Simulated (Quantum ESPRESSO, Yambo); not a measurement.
# Quasiparticle gap of PtSe2 (1T monolayer) in Yambo, part 3 of 3

Wanted: ground state, empty states, screening and self-energy for PtSe2 (1T monolayer).

Quantum ESPRESSO 7.5 and Yambo 5.3.0; PBE and many-body steps on it, plane waves. Known limits of the many-body steps: not at the basis limit; no spin polarisation; d states lean on the start; no spin-orbit coupling.

So far. Step 3 (Bands along the symmetry lines): The gap is 1.404 eV, +0.012 eV from the run before at this level. Step 4 (Empty states on the mesh, 6×6×1 mesh, 275 bands): On this mesh the gap is 1.667 eV. The earlier step found 1.392 eV, so this mesh misses an edge.

### Step 6. Screening and self-energy, 6×6×1 mesh, 275 bands, screening to 136.1 eV

G0W0 replaces the xc potential by the self-energy, built once from these orbitals. Only a window of levels is corrected, while the sums run over the empty bands that the input names.

This step: G0W0 on PBE, plane waves, norm-conserving pseudopotentials.

gw3.in reads:

```
HF_and_locXC
gw0
dyson
ppa
em1d
rim_cut
rim_w
RandQpts= 3000000
RandGvec= 100 RL
CUTGeo= "slab z"
RandGvecW= 9 RL
EXXRLvcs= 104 Ry
VXCRLvcs= 416 Ry
Chimod= "HARTREE"
% BndsRnXp
 1 | 275 |
%
NGsBlkXp= 10 Ry
% LongDrXp
 1 | 1 | 0 |
%
% GbndRnge
 1 | 275 |
%
DysSolver= "n"
ExtendOut
PPAPntXp= 27.21138 eV
% QPkrange
 1 | 1 | 32 | 35 |
 2 | 2 | 32 | 35 |
%
```

On the command line:

```
$ OMP_NUM_THREADS=1 mpirun -n 8 yambo -F gw3.in -J gw3 -C gw3 > gw3.log
```

Output:

```text
 Yambo, version 5.3.0

 [02] CORE Variables Setup
 =========================

  [... cell, symmetries and grids as in the set-up ...]

  [02.05] Energies & Occupations
  ==============================

  [X] === General ===
  [X] Electronic Temperature                        :  0.000000  0.000000 [eV K]
  [X] Bosonic    Temperature                        :  0.000000  0.000000 [eV K]
  [X] Finite Temperature mode                       : no
  [X] El. density                                   :  0.36150E+24 [cm-3]
  [X] Fermi Level                                   :  0.574138 [eV]

  [X] === Gaps and Widths ===
  [X] Conduction Band Min                           :  1.666515 [eV]
  [X] Valence Band Max                              :  0.000000 [eV]
  [X] Filled Bands                                  :   33
  [X] Empty Bands                                   :   34  275
  [X] Direct Gap                                    :  1.736813 [eV]
  [X] Direct Gap localized at k                     :  2
  [X] Indirect Gap                                  :  1.666515 [eV]
  [X] Indirect Gap between kpts                     :  1  2
  [X] Last valence band width                       :  1.332404 [eV]
  [X] 1st conduction band width                     :  1.290394 [eV]

 [03] Transferred momenta grid and indexing
 ==========================================

 IBZ Q-points                                      :   7
 BZ  Q-points                                      :   36

 K/Q-points units:
 rlu = crystal or reduced units; cc = cartesian coordinates; iku = interal k-units

 Q [1]          [rlu]:  0.000000  0.000000  0.000000
 Q [2]          [rlu]: -0.10348E-16  0.16667       0.0000
 Q [3]          [rlu]: -0.20695E-16  0.33333       0.0000
 Q [4]          [rlu]:  0.31043E-16 -0.50000       0.0000
 Q [5]          [rlu]:  0.166667  0.166667  0.000000
 Q [6]          [rlu]:  0.166667  0.333333  0.000000
 Q [7]          [rlu]:  0.333333  0.333333  0.000000

 [04] Coloumb potential Random Integration (RIM)
 ===============================================

 Performing RIM of v_slab

  [04.01] RIM initialization
  ==========================

  * Diagonal components only detected *

  8 x (sBL volume)        :  0.044740 [a.u.]
  sBZ random points       :  3000000
  Points outside the sBZ  :  24000829
  RL volume               :  0.201331 [a.u.]
  Integrated volume       :  0.201324 [a.u.]

  [04.02] RIM integrals
  =====================

  Gamma point sphere radius             :  0.040077 [a.u.]
  Points outside the sphere             :  2398884
  [Int_sBZ(q=0) 1/q^2]*(Vol_sBZ)^(-1/3) =:  7.507882
                                 should be <:  7.795600

  Summary of Coulomb integrals for non-metallic bands |Q|[au] RIM/Bare

  Q [1] 0.100000E-4 0.963092 * Q [2] 0.170684 1.006970
  Q [5] 0.295634 1.027317 * Q [3] 0.341369 1.025175
  Q [6] 0.451588 1.018167 * Q [4] 0.512053 1.014800
  Q [7] 0.591268 1.011481
  Non-periodic chartesian directions : none
  Optical renormalization            :  28.34589 [au]
  Polarizability dimension           : length

 [05] Coloumb potential CutOffslab
 =================================

 Cut directionsZ
 Slab Cutoff:Z
 Symmetry test passed : yes

 [06] Dipoles
 ============

  [06.01] Setup: observables and procedures
  =========================================

  [WARNING] [x,Vnl] slows the Dipoles computation. To neglect it rename the ns.kb_pp file

 [07] Dynamic Dielectric Matrix (PPA)
 ====================================

 [SLK-Inversion]  Pools        :  2
 [SLK-Inversion]  BLACS grid   :  2  2

 [WR./gw3//ndb.pp]---------------------------------------------------------------
  Brillouin Zone Q/K grids (IBZ/BZ)                :    7   36    7   36
  RL vectors                                       :  25969 [WF]
  Coulomb cutoff potential                         : slab z
  Electronic Temperature                           :  0.000000 [K]
  Bosonic    Temperature                           :  0.000000 [K]
  PPA    diel. fun.  energies                      : Perdew, Burke & Ernzerhof(X)+Perdew, Burke & Ernzerhof(C)
  wavefunctions                                    : Perdew, Burke & Ernzerhof(X)+Perdew, Burke & Ernzerhof(C)
  Global Gauge                                     : length
  X matrix size                                    :   689
  X band range                                     :    1  275
  X e/h energy range                               : -1.000000 -1.000000 [eV]
  X Time ordering                                  : R
  X Hxc Kernel                                     : HARTREE
  X Drude frequency                                :  0.000000  0.000000
  X poles                                          :  100.0000 [o/o]
  RL vectors in the sum                            :  25969
  [r,Vnl] included                                 : yes
  Field direction                                  :  0.707107E-5  0.707107E-5   0.00000
  BZ energy Double Grid                            : no
  BZ energy DbGd points                            : 0
  BZ Q point size factor                           : -1.000000
  X Optical Averaged directions                    : none

 [08] Local Exchange-Correlation + Non-Local Fock
 ================================================

 [VXC] Plane waves :  176153
 [EXS] Plane waves :  22101

 QP @ state[ 1 ] K range:  1  2
 QP @ state[ 1 ] b range:   32   35

 [xc] Functional : Perdew, Burke & Ernzerhof(X)+Perdew, Burke & Ernzerhof(C)
 [xc] LIBXC used to calculate xc functional
  PP Number of Atomic Species                      :  2
  NLCC RL compoments                               :  176153
  PP Number of Atomic Species                      :  2
  NLCC RL compoments                               :  176153

 [xc] E_xc :  -62.08777 [Ha]
      E_xc :  -124.1755 [Ry]

  Local XC kind (lXC) : Perdew, Burke & Ernzerhof(X)+Perdew, Burke & Ernzerhof(C)
  Non-Local XC kind (nlXC) : Hartree-Fock

  Corrections @ K [1] :  [eV]
 <32|nlXC|32> = -16.52086 -0.11210E-16 <32|lXC|32> = -14.97090  0.37763E-15
 <33|nlXC|33> = -16.52079 -0.37664E-17 <33|lXC|33> = -14.97090  0.18882E-15
 <34|nlXC|34> = -14.17857  0.16987E-17 <34|lXC|34> = -17.79117 -0.50046E-32
 <35|nlXC|35> = -14.17863  0.38984E-17 <35|lXC|35> = -17.79117 -0.28392E-32

  Corrections @ K [2] :  [eV]
 <32|nlXC|32> = -16.65940 -0.31856E-17 <32|lXC|32> = -14.65712 -0.23602E-15
 <33|nlXC|33> = -17.76315 -0.56290E-17 <33|lXC|33> = -15.82256 -0.18882E-15
 <34|nlXC|34> = -13.42485  0.12220E-17 <34|lXC|34> = -16.42011 -0.91193E-27
 <35|nlXC|35> = -13.69750  0.38016E-17 <35|lXC|35> = -17.31838  0.23602E-15

 [09] Dyson equation: Newton solver
 ==================================

  [09.01] RIM-W interpolation
  ===========================

  [WARNING] RIM-W works only for 2D semiconductors with slab cutoff
  Found compatible q grid: 2D
  q_min[ 1 ]:  0.16667      0.12132E-11   0.0000     [rlu]
   0.166667  0.083333  0.000000 [iku]
  q_min[ 2 ]:  0.31766E-11  0.16667       0.0000     [rlu]
   0.13444E-10  0.16667       0.0000     [iku]
  G-vectors :   9
  G-vectors loaded:   63
  Number of interpolated frequencies:  2

  Evaluating coefficients q = 0
  Evaluating coefficients q = 0

  [09.02] RIM-W integrals
  =======================

  8 x (sBL volume)        :  0.044740 [a.u.]
  sBZ random points       :  3000000
  Points outside the sBZ  :  24000829
  RL volume               :  0.201331 [a.u.]
  Integrated volume       :  0.201324 [a.u.]

  [09.03] RIM integrals
  =====================

  Comparison between head Wc = W - v averages: < Wc > [au] RIM-W/RIM

   < -Wc [Q = 1] > 0.381150E-1 0.574643E-4 * < -Wc [Q = 2] > 0.005784 0.005609
   < -Wc [Q = 3] > 0.001061 0.001040 * < -Wc [Q = 4] > 0.357228E-3 0.353525E-3
   < -Wc [Q = 5] > 0.001553 0.001518 * < -Wc [Q = 6] > 0.503111E-3 0.497048E-3
   < -Wc [Q = 7] > 0.231920E-3 0.229237E-3

  Comparison between head Wc = W - v averages: < Wc > [au] RIM-W/RIM

   < -Wc [G = 1,G`=0] > 0.381150E-1 0.574643E-4 * < -Wc [G = 2,G`=0] >-0.002077 0.000000
   < -Wc [G = 3,G`=0] >-0.002077 0.000000 * < -Wc [G = 4,G`=0] > 0.742982E-5  0.00000
   < -Wc [G = 5,G`=0] > 0.739065E-5  0.00000 * < -Wc [G = 6,G`=0] > 0.135930E-3  0.00000
   < -Wc [G = 7,G`=0] > 0.135961E-3  0.00000 * < -Wc [G = 8,G`=0] >-0.248644E-4  0.00000
   < -Wc [G = 9,G`=0] >-0.248632E-4  0.00000

 [10] G0W0 (W PPA)
 =================

 [  GW  ] Bands range     :    1  275
 [GW/PPA] G damping       :  0.100000 [eV]

 QP @ state[ 1 ] K range:  1  2
 QP @ state[ 1 ] b range:   32   35

  Sc/G bands                                       :    1  275
  Sc/G damping                                     :  0.100000 ev
  Sc bands terminator                              : no
  Sx RL components                                 :  22101

  QP @ state[ 1 ] K range                          :  1  2
  QP @ state[ 1 ] b range                          :   32   35
  GF energies kind                                 : Perdew, Burke & Ernzerhof(X)+Perdew, Burke & Ernzerhof(C)
  GF WF`s kind                                     : Perdew, Burke & Ernzerhof(X)+Perdew, Burke & Ernzerhof(C)
  Xs energies kind                                 : Perdew, Burke & Ernzerhof(X)+Perdew, Burke & Ernzerhof(C)
  Xs WF`s kind                                     : Perdew, Burke & Ernzerhof(X)+Perdew, Burke & Ernzerhof(C)

 [14] Game Over & Game summary
```

Elapsed: 11 min, on 8 MPI ranks of Arm Neoverse V2, shared host; peak memory 10 GiB.

Numbers from this step:

```yaml
g0w0_gap_on_the_points_computed: 2.797 eV
starting_gap_on_the_mesh: 1.667 eV
k_of_the_valence_top: 0, 0, 0
k_of_the_conduction_bottom: 0, 0.1667, 0
least_direct_g0w0_gap_on_the_computed_points: 2.809 eV
z_at_the_valence_top: 0.7427
z_at_the_conduction_bottom: 0.7456
```

The gap on the mesh goes from 1.67 eV to 2.80 eV, a correction of +1.13 eV. The start differs from the 1.39 eV found before because the two sample other k points.

Limits: finite bands, cutoff and mesh; no spin polarisation; d states lean on the start; no spin-orbit coupling. v1 is the top filled band, c1 the lowest empty one. Levels before and after the correction, in eV, zero at the valence-band top of each column:

|  | conduction bottom | valence top |
| --- | --- | --- |
| Kohn-Sham | 1.67 | 0.00 |
| G0W0 | 2.80 | 0.00 |

|  | level | energy (eV) |
| --- | --- | --- |
| Kohn-Sham | Γ v2-v1 | 0.000 |
| Kohn-Sham | Γ c1-c2 | 2.957 |
| Kohn-Sham | (0 0.167 0) v2 | -0.130 |
| Kohn-Sham | (0 0.167 0) v1 | -0.070 |
| Kohn-Sham | (0 0.167 0) c1 | 1.667 |
| Kohn-Sham | (0 0.167 0) c2 | 2.650 |
| G0W0 | Γ v2-v1 | 0.000 |
| G0W0 | Γ c1-c2 | 4.247 |
| G0W0 | (0 0.167 0) v2 | -0.149 |
| G0W0 | (0 0.167 0) v1 | -0.013 |
| G0W0 | (0 0.167 0) c1 | 2.797 |
| G0W0 | (0 0.167 0) c2 | 3.905 |

### Step 7. Where the time went

Times are wall times on the hardware named with each run, good to a factor of about two.

| step | time | share | memory (GiB) |
| --- | --- | --- | --- |
| ground state | 27 s | 4 % | 1.6 |
| bands along the symmetry lines | 14 s | 2 % | 1.5 |
| empty states on the mesh | 70 s | 9 % | 2.5 |
| conversion and set-up | 3.6 s | 0 % | 0.27 |
| screening and self-energy | 11 min | 85 % | 10 |

### Step 8. Outcome

```
PBE gap                              : 1.39 eV, indirect
G0W0 gap on the mesh                 : 2.80 eV
G0W0 gap over the zone (rigid shift) : 2.52 eV
GW settings                          : 6×6×1 mesh, 275 bands, screening to 136.1 eV, Godby-Needs plasmon pole
known limits                         : not at the basis limit; no spin polarisation; d states lean on the start; no spin-orbit coupling
```

In words: G0W0 moves the gap on the mesh from 1.67 eV to 2.80 eV (+1.13 eV), with Z of 0.74 and 0.75 at the edges. The mesh misses the band edges by 0.27 eV in all; a rigid shift gives 2.52 eV for the zone. Only 2 of the mesh's irreducible points were corrected, so a valley elsewhere could overtake. The dearest step here is «screening and self-energy». Against experiment, by G0W0@PBE: the gap of 2.52 eV lies +0.62 eV from the measured 1.9 ± 0.05 eV (electronic, 8.5 K, on bilayer graphene on SiC(0001), 2023); the gap of 2.52 eV lies +0.52 eV from the measured 2 ± 0.1 eV (electronic, 77 K, on HOPG, 2021); the gap of 2.52 eV lies +0.57 eV from the measured 1.95 ± 0.05 eV (electronic, on bilayer graphene on SiC(0001), 2023). The computed sheet is free-standing; a substrate or cover screens it further and lowers both gap and binding, while the exciton line moves little. The calculation has static nuclei and no excitons; a measured gap holds zero-point and thermal motion, which mostly lowers it. With atoms this heavy the missing spin-orbit coupling can matter too. Bands and cutoff are finite, so the gap is not at the basis limit. The miss can reach some tenths of an eV and take either sign; the mesh is an error of its own. In the G0W0 run levels were corrected at 2 k points alone, so a gap called «on the mesh» is the least over those, and an edge elsewhere would be missed. A denser mesh or path gives a starting gap of 1.39 eV: the GW mesh misses a band edge, so its gaps are not the fundamental one. The runs have no spin polarisation. For a closed low-spin shell that is the natural state; where a d or f shell is open it is a constraint, and the gap is then not the crystal's own. With d states at the gap, one-shot GW leans hard on its start.

[Paths, hosts, dates, memory and timing lines, banners, echoed tables and standing remarks are left out of the program output.]

[Logs are printed without paths, hosts, clocks, repeated set-up lines and the standing remarks that a program may print on its own settings, such as how far it seeks lower states.]

[Runs of the session that timed out or met a known fault of the program may be left out.]

[Hosts, paths, dates, database ids (printed as entryN), source tags and the programs' standing remarks are cut or masked in the printed files.]
